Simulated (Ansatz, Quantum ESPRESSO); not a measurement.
# Predicting the next point of a tunnelling series: vacuum gaps between two Pb(111) faces

Method. Quantum ESPRESSO 7.5 (pw.x, pwcond.x), PBE, GBRV ultrasoft; geometry as built. T is the transmission per spin at the Fermi level, averaged over the mesh across the current, in a cell of 10.96 Å². The series steps the width of the vacuum gap.

```
width (Å)        T
        5    0.183
        6   0.0329
        7  0.00716
        8  0.00104
```

One more run was made and is withheld. What is T at 9 Å?

By hand: In the tunnelling regime ln T falls linearly. The last two rows give a slope of ln(0.00716/0.00104)/(8 − 7) = 1.929 per Å, so T(9) ≈ 0.00104 × exp(−1.929 × 1) = 0.000151.

What the calculation gave: T = 0.000153; the estimate is 0.98 times that. The slope over the last interval is 1.914: the same within 8 %. Points of the mesh with over 2.5 times the mean carry 53 % of this T, so the value leans on the mesh. A second code, Ansatz 0.2.0, gives 0.000142.

Caveats: Short leads, unrelaxed atoms, a barrier without the image potential and an untested mesh.

[Logs are printed without paths, hosts, clocks, repeated set-up lines and the standing remarks that a program may print on its own settings, such as how far it seeks lower states.]
